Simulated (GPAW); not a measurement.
# linear Eu chain, spacing 3.146 A: a ladder in the Hubbard U, part 2 of 2

Two starts of linear Eu chain, spacing 3.146 A are run at each rung of the Hubbard U. What moves?

GPAW 26.7.0; LDA with several values of U; plane waves with GPAW's PAW setups, scalar-relativistic.

So far, largest spin moment in the augmentation sphere (μB): step 2 (rung 1 (no U), start ferro +) 6.92; step 5 (rung 2 (U = 1.5 eV on Eu f), start antiferro q=(0,0,1/2) +-) 6.76; step 6 (rung 3 (U = 3 eV on Eu f), start ferro +) 6.98; step 7 (rung 3 (U = 3 eV on Eu f), start antiferro q=(0,0,1/2) +-) 6.80; step 8 (rung 4 (U = 4.5 eV on Eu f), start ferro +) 7.00.

## 9. Rung 4 (U = 4.5 eV on Eu f), start antiferro q=(0,0,1/2) +-

Level of this step: LDA with U = 4.5 eV on Eu f; plane waves with GPAW's PAW setups, scalar-relativistic (GPAW).

File order2.py:

```python
import json
import numpy as np
from ase import Atoms
from ase.parallel import paropen, parprint
from gpaw import GPAW

atoms = Atoms(['Eu', 'Eu'],
    cell=[[12.0, 0.0, 0.0],
         [0.0, 12.0, 0.0],
         [0.0, 0.0, 6.292]],
    scaled_positions=[[0.5, 0.5, 0.0],
         [0.5, 0.5, 0.5]],
    pbc=True,
    magmoms=[7.0, -7.0])
atoms.calc = GPAW(mode={'name': 'pw', 'ecut': 700},
    xc='LDA',
    kpts={'size': (1, 1, 4), 'gamma': True},
    occupations={'name': 'fermi-dirac', 'width': 0.05},
    convergence={'density': 1e-05, 'energy': 1e-05},
    maxiter=200,
    setups={'Eu': ':f,4.5'},
    symmetry={'tolerance': 1e-4},
    txt='order2.txt')
e = atoms.get_potential_energy(force_consistent=True)
res = {'free_energy': e, 'energy_sigma0': atoms.get_potential_energy(), 'fermi_energy': atoms.calc.get_fermi_level()}
res['moments'] = atoms.get_magnetic_moments().tolist()
res['total'] = atoms.get_magnetic_moment()
parprint('site moments (muB):', np.round(res['moments'], 3))
parprint(f"total moment: {res['total']:.3f} muB")
parprint(f'free energy: {e:.6f} eV')
atoms.calc.write('order2.gpw')
with paropen('results.json', 'w') as f:
    json.dump(res, f)
```

Launch:

```bash
> OMP_NUM_THREADS=1 python3 order2.py > order2.log
```

The log of the run:

```text
site moments (muB): [ 6.825 -6.825]
total moment: 0.000 muB
free energy: -15.471380 eV

--- order2.txt ---
Input parameters:
  mode=PW(ecut=700),
  convergence={'density': 1e-05, 'energy': 1e-05},
  kpts=MonkhorstPack(size=(1, 1, 4), gamma=True),
  maxiter=200,
  occupations=Occupations(name='fermi-dirac', width=0.05),
  setups={'Eu': ':f,4.5'},
  symmetry=Symmetry(tolerance=0.0001),
  xc=XC(name='LDA')

[...]
|         12 |        -3.938 |     1.000 |        -3.938 |     1.000 |
|         13 |        -3.938 |     1.000 |        -3.938 |     1.000 |
[...]
|         21 |        -0.853 |     0.000 |        -0.853 |     0.000 |
|         22 |        -0.831 |     0.000 |        -0.831 |     0.000 |
|         23 |         0.045 |     0.000 |         0.045 |     0.000 |
|         24 |         1.039 |     0.000 |         1.039 |     0.000 |

No gap
No difference between direct/indirect transitions


[key lines of the parts left out:]
Free energy:     -15.471380
Converged in 13 steps
dipole moment: (-0.000001, -0.000001, -34.447609)  # |e|*Ang
Fermi level: -1.623
```

The job ended after 44 s (1 MPI rank of AMD EPYC 9R45, shared host; peak memory 0.8 GiB).

Read from the output:

| Item | Value |
| --- | --- |
| magnetization | 0 μB |
| final state | antiferromagnetic |
| largest moment | 6.825 μB |

This start lies +216.7 meV a seeded atom from the first, a change of -9.6 meV since rung 3; its largest moment is 6.83 μB.

## 10. Rung 5 (U = 6 eV on Eu f), start ferro +

File order1.py:

```python
import json
import numpy as np
from ase import Atoms
from ase.parallel import paropen, parprint
from gpaw import GPAW

atoms = Atoms(['Eu'],
    cell=[[12.0, 0.0, 0.0],
         [0.0, 12.0, 0.0],
         [0.0, 0.0, 3.146]],
    scaled_positions=[[0.5, 0.5, 0.0]],
    pbc=True,
    magmoms=[7.0])
atoms.calc = GPAW(mode={'name': 'pw', 'ecut': 700},
    xc='LDA',
    kpts={'size': (1, 1, 8), 'gamma': True},
    occupations={'name': 'fermi-dirac', 'width': 0.05},
    convergence={'density': 1e-05, 'energy': 1e-05},
    maxiter=200,
    setups={'Eu': ':f,6.0'},
    symmetry={'tolerance': 1e-4},
    txt='order1.txt')
e = atoms.get_potential_energy(force_consistent=True)
res = {'free_energy': e, 'energy_sigma0': atoms.get_potential_energy(), 'fermi_energy': atoms.calc.get_fermi_level()}
res['moments'] = atoms.get_magnetic_moments().tolist()
res['total'] = atoms.get_magnetic_moment()
parprint('site moments (muB):', np.round(res['moments'], 3))
parprint(f"total moment: {res['total']:.3f} muB")
parprint(f'free energy: {e:.6f} eV')
atoms.calc.write('order1.gpw')
with paropen('results.json', 'w') as f:
    json.dump(res, f)
```

Launch:

```bash
> OMP_NUM_THREADS=1 python3 order1.py > order1.log
```

The log of the run:

```text
site moments (muB): [7.02]
total moment: 7.909 muB
free energy: -7.988966 eV

--- order1.txt ---
Input parameters:
  mode=PW(ecut=700),
  convergence={'density': 1e-05, 'energy': 1e-05},
  kpts=MonkhorstPack(size=(1, 1, 8), gamma=True),
  maxiter=200,
  occupations=Occupations(name='fermi-dirac', width=0.05),
  setups={'Eu': ':f,6.0'},
  symmetry=Symmetry(tolerance=0.0001),
  xc=XC(name='LDA')

[...]
|          4 |        -4.657 |     1.000 |        -3.260 |     1.000 |
[...]
|         14 |        -1.090 |     0.000 |         2.108 |     0.000 |
|         15 |        -1.048 |     0.000 |         2.303 |     0.000 |
|         16 |        -1.048 |     0.000 |         3.061 |     0.000 |
|        ... |               |           |               |           |
|         18 |         1.680 |     0.000 |         3.842 |     0.000 |

No gap
No difference between direct/indirect transitions


[key lines of the parts left out:]
Free energy:      -7.988966
Converged in 12 steps
dipole moment: (-0.000000, -0.000000, -17.208046)  # |e|*Ang
Fermi level: -1.842
```

The job ended after 21 s (1 MPI rank; peak memory 0.48 GiB).

Read from the output:

```
magnetization  : 7.909 μB
final state    : ferromagnetic
largest moment : 7.020 μB
```

The largest moment moves by +0.02 μB from rung 4, at 0.96 times its CPU time.

## 11. Rung 5 (U = 6 eV on Eu f), start antiferro q=(0,0,1/2) +-

order2.py is the script of step 9 with these lines changed:

```diff
@@ -20,3 +20,3 @@
     maxiter=200,
-    setups={'Eu': ':f,4.5'},
+    setups={'Eu': ':f,6.0'},
     symmetry={'tolerance': 1e-4},
```

Launch:

```bash
> OMP_NUM_THREADS=1 python3 order2.py > order2.log
```

The log of the run:

```text
site moments (muB): [ 6.847 -6.847]
total moment: -0.000 muB
free energy: -15.558700 eV

--- order2.txt ---
Input parameters:
  mode=PW(ecut=700),
  convergence={'density': 1e-05, 'energy': 1e-05},
  kpts=MonkhorstPack(size=(1, 1, 4), gamma=True),
  maxiter=200,
  occupations=Occupations(name='fermi-dirac', width=0.05),
  setups={'Eu': ':f,6.0'},
  symmetry=Symmetry(tolerance=0.0001),
  xc=XC(name='LDA')

[...]
|         12 |        -4.534 |     1.000 |        -4.534 |     1.000 |
|         13 |        -4.534 |     1.000 |        -4.534 |     1.000 |
[...]
|         21 |        -0.839 |     0.000 |        -0.839 |     0.000 |
|         22 |        -0.816 |     0.000 |        -0.816 |     0.000 |
|         23 |         0.059 |     0.000 |         0.059 |     0.000 |
|         24 |         1.056 |     0.000 |         1.056 |     0.000 |

No gap
No difference between direct/indirect transitions


[key lines of the parts left out:]
Free energy:     -15.558700
Converged in 13 steps
dipole moment: (-0.000001, -0.000001, -34.400312)  # |e|*Ang
Fermi level: -1.608
```

Wall time 44 s (1 MPI rank); peak memory 0.8 GiB.

Read from the output:

```yaml
magnetization: 0 μB
final_state: antiferromagnetic
largest_moment: 6.847 μB
```

This start lies +209.6 meV a seeded atom from the first, a change of -7.0 meV since rung 4; its largest moment is 6.85 μB.

## 12. Rung 6 (U = 7.5 eV on Eu f), start ferro +

order1.py is the script of step 10 with these lines changed:

```diff
@@ -19,3 +19,3 @@
     maxiter=200,
-    setups={'Eu': ':f,6.0'},
+    setups={'Eu': ':f,7.5'},
     symmetry={'tolerance': 1e-4},
```

Launch:

```bash
> OMP_NUM_THREADS=1 python3 order1.py > order1.log
```

The log of the run:

```text
site moments (muB): [7.034]
total moment: 7.892 muB
free energy: -8.041755 eV

--- order1.txt ---
Input parameters:
  mode=PW(ecut=700),
  convergence={'density': 1e-05, 'energy': 1e-05},
  kpts=MonkhorstPack(size=(1, 1, 8), gamma=True),
  maxiter=200,
  occupations=Occupations(name='fermi-dirac', width=0.05),
  setups={'Eu': ':f,7.5'},
  symmetry=Symmetry(tolerance=0.0001),
  xc=XC(name='LDA')

[...]
|          4 |        -5.274 |     1.000 |        -3.269 |     1.000 |
[...]
|         14 |        -1.075 |     0.000 |         2.107 |     0.000 |
|         15 |        -1.045 |     0.000 |         2.304 |     0.000 |
|         16 |        -1.045 |     0.000 |         3.067 |     0.000 |
|        ... |               |           |               |           |
|         18 |         1.680 |     0.000 |         3.840 |     0.000 |

No gap
No difference between direct/indirect transitions


[key lines of the parts left out:]
Free energy:      -8.041755
Converged in 12 steps
dipole moment: (-0.000000, -0.000000, -17.185726)  # |e|*Ang
Fermi level: -1.840
```

It took 21 s on 1 MPI rank; peak memory 0.48 GiB.

Read from the output:

```yaml
magnetization: 7.892 μB
final_state: ferromagnetic
largest_moment: 7.034 μB
```

The largest moment moves by +0.01 μB from rung 5, at 1.0 times its CPU time.

## 13. Rung 6 (U = 7.5 eV on Eu f), start antiferro q=(0,0,1/2) +-

order2.py is the script of step 11 with these lines changed:

```diff
@@ -20,3 +20,3 @@
     maxiter=200,
-    setups={'Eu': ':f,6.0'},
+    setups={'Eu': ':f,7.5'},
     symmetry={'tolerance': 1e-4},
```

Launch:

```bash
> OMP_NUM_THREADS=1 python3 order2.py > order2.log
```

The log of the run:

```text
site moments (muB): [ 6.864 -6.864]
total moment: -0.000 muB
free energy: -15.675060 eV

--- order2.txt ---
Input parameters:
  mode=PW(ecut=700),
  convergence={'density': 1e-05, 'energy': 1e-05},
  kpts=MonkhorstPack(size=(1, 1, 4), gamma=True),
  maxiter=200,
  occupations=Occupations(name='fermi-dirac', width=0.05),
  setups={'Eu': ':f,7.5'},
  symmetry=Symmetry(tolerance=0.0001),
  xc=XC(name='LDA')

[...]
|         12 |        -5.163 |     1.000 |        -5.163 |     1.000 |
|         13 |        -5.163 |     1.000 |        -5.163 |     1.000 |
[...]
|         21 |        -0.828 |     0.000 |        -0.828 |     0.000 |
|         22 |        -0.804 |     0.000 |        -0.804 |     0.000 |
|         23 |         0.070 |     0.000 |         0.070 |     0.000 |
|         24 |         1.069 |     0.000 |         1.069 |     0.000 |

No gap
No difference between direct/indirect transitions


[key lines of the parts left out:]
Free energy:     -15.675060
Converged in 15 steps
dipole moment: (-0.000001, -0.000001, -34.359110)  # |e|*Ang
Fermi level: -1.595
```

It took 49 s on 1 MPI rank; peak memory 0.8 GiB.

Read from the output:

```
magnetization  : 0 μB
final state    : antiferromagnetic
largest moment : 6.864 μB
```

This start lies +204.2 meV a seeded atom from the first, a change of -5.4 meV since rung 5; its largest moment is 6.86 μB.

## 14. The rungs together

Ladder, by row:

```tsv
rung	U	state from the first start	state from the second start	second less first (meV a seeded atom)	moment, first (μB)	moment, second (μB)	CPU time (s)
1	none	ferromagnetic	antiferromagnetic	256.8	6.918	6.718	82.66
2	Eu: f, 1.5	ferromagnetic	antiferromagnetic	239.4	6.954	6.765	66.66
3	Eu: f, 3.0	ferromagnetic	antiferromagnetic	226.2	6.982	6.799	62.38
4	Eu: f, 4.5	ferromagnetic	antiferromagnetic	216.7	7.003	6.825	65.86
5	Eu: f, 6.0	ferromagnetic	antiferromagnetic	209.6	7.02	6.847	64.81
6	Eu: f, 7.5	ferromagnetic	antiferromagnetic	204.2	7.034	6.864	70.04
```

## 15. Outcome

```json
{
  "range of the moment in the table, first start": "6.92 to 7.03 μB",
  "range of CPU time": "62 s to 83 s",
  "range of the energy difference": "204 to 257 meV a seeded atom"
}
```

From the smallest U to the largest the moment goes from 6.92 to 7.03 μB and the energy difference from 257 to 204 meV a seeded atom. The energy difference shrinks steadily as U grows. The first start ends lower on every rung of the table. The other start's moment moves more, from 6.7 to 6.86 μB. The f shell is half filled, so the spin-only picture is fair.

[Logs and program files are shortened in this print: banners, set-up blocks, solver, clock and traceback lines can be left out without a mark of their own.]

[Logs are printed without paths, hosts, clocks, repeated set-up lines and the standing remarks that a program may print on its own settings, such as how far it seeks lower states.]

[Hosts, paths, dates, database ids (printed as entryN), source tags and the programs' standing remarks are cut or masked in the printed files.]

[Where a cell is said to come from a database of computed structures, the database is the Materials Project.]
